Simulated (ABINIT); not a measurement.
# SiO2 (Quartz): G0W0 with ABINIT, start to end, part 3 of 3

Wanted: ground state, empty states, screening and self-energy for SiO2 (Quartz).

ABINIT 10.8.3; PBE and many-body steps on it, plane waves. Known limits of the many-body steps: not at the basis limit; coarse k mesh.

So far. Step 4 (Empty states on the mesh, 3×3×2 mesh, 221 bands): On this mesh the gap is 6.038 eV. Step 5 (Screening, 3×3×2 mesh, 201 bands, screening to 106.1 eV): Local fields lower ε∞ by 8 %. On a Γ-centred mesh this coarse the value itself is usually too large, while a short band sum pulls it down.

## 6. Self-energy, 3×3×2 mesh, 201 bands, screening to 106.1 eV

The self-energy is evaluated for the states that the input lists, and the levels follow from it, in one-shot runs by the linearised quasiparticle equation.

This step: G0W0 on PBE, plane waves, norm-conserving pseudopotentials.

Contents of run.abi:

```
acell 3*1.0 Angstrom
rprim 
  4.915799999986 0.000000000003 0.000000000000
  -2.457899999996 4.257207679910 0.000000000000
  0.000000000000 0.000000000000 5.409100000000
ntypat 2
znucl 14 8
natom 9
typat 1 1 1 2 2 2 2 2 2
xred 
  0.530300000000 0.000000000000 0.333333333333
  0.000000000000 0.530300000000 0.666666666667
  0.469700000000 0.469700000000 -0.000000000000
  0.146200000000 0.414200000000 0.881000000000
  0.585800000000 0.732000000000 0.214333333333
  0.268000000000 0.853800000000 0.547666666667
  0.414200000000 0.146200000000 0.119000000000
  0.732000000000 0.585800000000 0.785666666667
  0.853800000000 0.268000000000 0.452333333333
pp_dirpath "pseudos"
pseudos "Si.upf, O.upf"
ecut 36
ngkpt 3 3 2
nshiftk 1
shiftk 0 0 0
kptopt 1
chksymbreak 0
istwfk *1
occopt 1
irdwfk 1
optdriver 4
nband 201
gwcalctyp 0
ecutsigx 36
symsigma 1
nkptgw 6
kptgw 
  0.0000000000 0.0000000000 0.0000000000
  0.3333333333 0.0000000000 0.0000000000
  0.3333333333 0.3333333333 0.0000000000
  0.0000000000 0.0000000000 0.5000000000
  0.3333333333 0.0000000000 0.5000000000
  0.3333333333 0.3333333333 0.5000000000
bdgw 
  7 30
  7 30
  7 30
  7 30
  7 30
  7 30
ecuteps 3.9
irdscr 1
ppmodel 1
indata_prefix "in"
outdata_prefix "out"
tmpdata_prefix "tmp"
```

Command:

```
OMP_NUM_THREADS=1 mpirun -n 8 abinit run.abi > log
```

Numbers of over 12 decimals in the logs are rounded to 6 here.

What it wrote:

```text
.Version 10.8.3 of ABINIT. v10.8.2 released Aug 2026.

 Symmetries : space group P3_1 2 1 (#152); Bravais hP (primitive hexag.)
[... echo of the input left out ...]
== DATASET  1 ==================================================================
-   mpi_nproc: 8, omp_nthreads: 1 (-1 if OMP is not activated)

--- !DatasetInfo
iteration_state: {dtset: 1, }
dimensions: {natom: 9, nkpt: 6, mband: 201, nsppol: 1, nspinor: 1, nspden: 1, mpw: 7935, }
cutoff_energies: {ecut:  36.0, pawecutdg:  -1.0, }
electrons: {nelect:   4.80000000E+01, charge:   0.00000000E+00, occopt:   1.00000000E+00, tsmear:   1.00000000E-02, }

 SIGMA: Calculation of the GW corrections

 Based on a program developped by R.W. Godby, V. Olevano, G. Onida, and L. Reining.
 Incorporated in ABINIT by V. Olevano, G.-M. Rignanese, and M. Torrent.
.Using double precision arithmetic ; gwpc =  8

[... cell and pseudopotentials left out ...]
--------------------------------------------------------------------------------

 ==== K-mesh for the wavefunctions ====
 Number of points in the irreducible wedge :     6
[... list of points left out ...]
 Together with  6 symmetry operations and time-reversal symmetry
 yields    18 points in the full Brillouin Zone.

 ==== Q-mesh for screening function ====
 Number of points in the irreducible wedge :     6
[... list of points left out ...]
 Together with  6 symmetry operations and time-reversal symmetry
 yields    18 points in the full Brillouin Zone.

 vcoul_init : cutoff-mode = AUXILIARY_FUNCTION
 q-points for optical limit:   1
     1)      0.000010    0.000020    0.000030
 setmesh: FFT mesh size selected  =    45x   45x   60
          total number of points  =       121500

 Number of electrons calculated from density =   48.0000; Expected =   48.0000
 average of density, n =  0.062835
 r_s =    1.5604
 omega_plasma =   24.1800 [eV]

 === KS Band Gaps ===
  >>>> For spin  1
   Minimum direct gap =   6.3514 [eV], located at k-point      :   0.0000  0.0000  0.0000
   Fundamental gap    =   6.0382 [eV], Top of valence bands at :   0.3333  0.3333  0.0000
                                       Bottom of conduction at :   0.0000  0.0000  0.0000
 SIGMA fundamental parameters:
 PLASMON POLE MODEL  1
 number of plane-waves for SigmaX                 7935
 number of plane-waves for SigmaC and W            279
 number of plane-waves for wavefunctions          7935
 number of bands                                   201
 number of independent spin polarizations            1
 number of spinorial components                      1
 number of k-points in IBZ                           6
 number of q-points in IBZ                           6
 number of symmetry operations                       6
 number of k-points in BZ                           18
 number of q-points in BZ                           18
 number of frequencies for dSigma/dE                 9
 frequency step for dSigma/dE [eV]                0.25
 number of omega for Sigma on real axis              0
 max omega for Sigma on real axis  [eV]           0.00
 zcut for avoiding poles [eV]                     0.10

 EPSILON^-1 parameters (SCR file):
 dimension of the eps^-1 matrix on file            279
 dimension of the eps^-1 matrix used               279
 number of plane-waves for wavefunctions          7935
 number of bands                                   201
 number of q-points in IBZ                           6
 number of frequencies                               2
 number of real frequencies                          1
 number of imag frequencies                          1

 matrix elements of self-energy operator (all in [eV])

 Perturbative Calculation

--- !SelfEnergy_ee
iteration_state: {dtset: 1, }
kpoint     : [   0.000,    0.000,    0.000, ]
spin       : 1
KS_gap     :    6.351
QP_gap     :    8.950
Delta_QP_KS:    2.598
data: !SigmaeeData |
     Band     E0 <VxcDFT>   SigX SigC(E0)      Z dSigC/dE  Sig(E)    E-E0       E
        7  -8.043 -17.120 -24.289   4.399   0.806  -0.241 -19.352  -2.231 -10.274
        8  -8.043 -17.120 -24.289   4.399   0.806  -0.241 -19.352  -2.231 -10.274
        9  -5.234 -17.959 -24.618   4.178   0.815  -0.227 -19.980  -2.022  -7.255
       10  -5.206 -18.437 -24.899   4.089   0.817  -0.224 -20.376  -1.940  -7.146
       11  -5.042 -18.113 -24.681   4.132   0.816  -0.225 -20.101  -1.988  -7.030
       12  -5.042 -18.113 -24.681   4.132   0.816  -0.225 -20.101  -1.988  -7.030
       13  -2.736 -17.079 -23.522   4.064   0.814  -0.229 -19.016  -1.937  -4.673
       14  -2.736 -17.079 -23.522   4.064   0.814  -0.229 -19.016  -1.937  -4.673
       15  -2.492 -17.441 -23.929   4.144   0.813  -0.231 -19.346  -1.905  -4.397
       16  -2.247 -17.631 -23.943   4.019   0.816  -0.226 -19.501  -1.870  -4.117
[...]
--- !SelfEnergy_ee
iteration_state: {dtset: 1, }
kpoint     : [   0.333,    0.000,    0.000, ]
spin       : 1
KS_gap     :    7.543
QP_gap     :   10.355
Delta_QP_KS:    2.812
data: !SigmaeeData |
     Band     E0 <VxcDFT>   SigX SigC(E0)      Z dSigC/dE  Sig(E)    E-E0       E
[...]
--- !SelfEnergy_ee
iteration_state: {dtset: 1, }
kpoint     : [   0.333,    0.333,    0.000, ]
spin       : 1
KS_gap     :    8.953
QP_gap     :   11.971
Delta_QP_KS:    3.019
data: !SigmaeeData |
     Band     E0 <VxcDFT>   SigX SigC(E0)      Z dSigC/dE  Sig(E)    E-E0       E
[...]
--- !SelfEnergy_ee
iteration_state: {dtset: 1, }
kpoint     : [   0.000,    0.000,    0.500, ]
spin       : 1
KS_gap     :    8.062
QP_gap     :   10.958
Delta_QP_KS:    2.896
data: !SigmaeeData |
     Band     E0 <VxcDFT>   SigX SigC(E0)      Z dSigC/dE  Sig(E)    E-E0       E
[...]
--- !SelfEnergy_ee
iteration_state: {dtset: 1, }
kpoint     : [   0.333,    0.000,    0.500, ]
spin       : 1
KS_gap     :    8.781
QP_gap     :   11.882
Delta_QP_KS:    3.101
data: !SigmaeeData |
     Band     E0 <VxcDFT>   SigX SigC(E0)      Z dSigC/dE  Sig(E)    E-E0       E
[...]
--- !SelfEnergy_ee
iteration_state: {dtset: 1, }
kpoint     : [   0.333,    0.333,    0.500, ]
spin       : 1
KS_gap     :    9.613
QP_gap     :   13.106
Delta_QP_KS:    3.493
data: !SigmaeeData |
     Band     E0 <VxcDFT>   SigX SigC(E0)      Z dSigC/dE  Sig(E)    E-E0       E
[...]
26  10.019 -11.123  -5.975  -3.329   0.865  -0.157  -9.551   1.572  11.591
       27  10.019 -11.123  -5.975  -3.329   0.865  -0.157  -9.551   1.572  11.591
       28  10.319 -11.292  -5.939  -3.501   0.863  -0.159  -9.694   1.599  11.918
       29  10.319 -11.292  -5.939  -3.501   0.863  -0.159  -9.694   1.599  11.918
       30  10.468 -11.924  -6.750  -3.165   0.861  -0.162 -10.194   1.729  12.197

 New Fermi energy :        1.144769E-01 Ha ,    3.115074E+00 eV

 === QP Band Gaps ===
  >>>> For spin  1
   Minimum direct gap =   8.9497 [eV], located at k-point      :   0.0000  0.0000  0.0000
   Fundamental gap    =   8.5535 [eV], Top of valence bands at :   0.3333  0.3333  0.0000
                                       Bottom of conduction at :   0.0000  0.0000  0.0000

== END DATASET(S) ==============================================================
================================================================================

 -outvars: echo values of variables after computation  --------
           etotal      0.0000000000E+00
            nband         201
             nkpt           6
          spgroup         152
 [... the other variables as echoed above ...]

 Calculation completed.
```

It took 2 min on 8 MPI ranks of Arm Neoverse V2, shared host; peak memory 3.3 GiB; 16 min of CPU time.

This step gave:

| Property | Result |
| --- | --- |
| G0W0 gap on the mesh | 8.554 eV |
| starting gap on the mesh | 6.038 eV |
| k of the valence top | 0.3333, 0.3333, 0 |
| k of the conduction bottom | 0, 0, 0 |
| Z at the valence top | 0.82 |
| Z at the conduction bottom | 0.872 |
| least direct G0W0 gap on the computed points | 8.950 eV |

The gap on the mesh goes from 6.04 eV to 8.55 eV, a correction of +2.52 eV.

Limits: finite bands, cutoff and mesh; coarse k mesh. v1 is the top filled band, c1 the lowest empty one. Levels before and after the correction, in eV, zero at the valence-band top of each column:

```tsv
	conduction bottom	valence top
Kohn-Sham	6.04	0.00
G0W0	8.55	0.00
```

```tsv
	level	energy (eV)
Kohn-Sham	Γ v3	-0.682
Kohn-Sham	Γ v2-v1	-0.313
Kohn-Sham	Γ c1	6.038
Kohn-Sham	Γ c2-c3	9.331
Kohn-Sham	(0.333 0.333 0) v3-v2	-0.436
Kohn-Sham	(0.333 0.333 0) v1	0.000
Kohn-Sham	(0.333 0.333 0) c1-c2	8.953
Kohn-Sham	(0.333 0.333 0) c3	9.437
G0W0	Γ v3	-0.832
G0W0	Γ v2-v1	-0.396
G0W0	Γ c1	8.554
G0W0	Γ c2-c3	12.201
G0W0	(0.333 0.333 0) v3-v2	-0.517
G0W0	(0.333 0.333 0) v1	0.000
G0W0	(0.333 0.333 0) c1-c2	11.972
G0W0	(0.333 0.333 0) c3	12.490
```

## 7. Where the time went

Times are wall times on the hardware named with each run, good to a factor of about two.

```tsv
step	time	share	memory (GiB)
ground state	39 s	12 %	0.86
bands along the symmetry lines	27 s	9 %	0.76
empty states on the mesh	71 s	23 %	0.75
screening	59 s	19 %	3.4
self-energy	2 min	38 %	3.3
```

## 8. Outcome

```json
{
 "PBE gap": "6.04 eV, indirect",
 "G0W0 gap on the mesh": "8.55 eV",
 "GW settings": "3×3×2 mesh, 201 bands, screening to 106.1 eV, Godby-Needs plasmon pole",
 "known limits": "not at the basis limit; coarse k mesh"
}
```

G0W0 moves the gap on the mesh from 6.04 eV to 8.55 eV (+2.52 eV), with Z of 0.82 and 0.87 at the edges. Local fields lower the RPA ε∞ on this mesh from 2.54 to 2.34; a Γ-centred mesh this coarse tends to raise both, most where the direct gap is narrow, while a short band sum lowers them. The dearest step here is «self-energy». Bands and cutoff are finite, so the gap is not at the basis limit. The miss can reach some tenths of an eV and take either sign; the mesh is an error of its own. The 3×3×2 mesh is coarse for this cell, which bears on the long-range parts of exchange and screening.

[Paths, hosts, dates, memory and timing lines, banners, echoed tables and standing remarks are left out of the program output.]

[Logs are printed without paths, hosts, clocks, repeated set-up lines and the standing remarks that a program may print on its own settings, such as how far it seeks lower states.]

[Runs of the session that timed out or met a known fault of the program may be left out.]

[Hosts, paths, dates, database ids (printed as entryN), source tags and the programs' standing remarks are cut or masked in the printed files.]

[G0W0 gaps are taken among the corrected bands and points alone; a level outside them can change the order at an edge.]

[Where Ansatz stands beside ABINIT at settings called matched, ABINIT's density can come from a denser mesh and the files from another edition; pairs whose starting gaps differed by over 0.03 eV were left out, so agreement reads better than it is.]
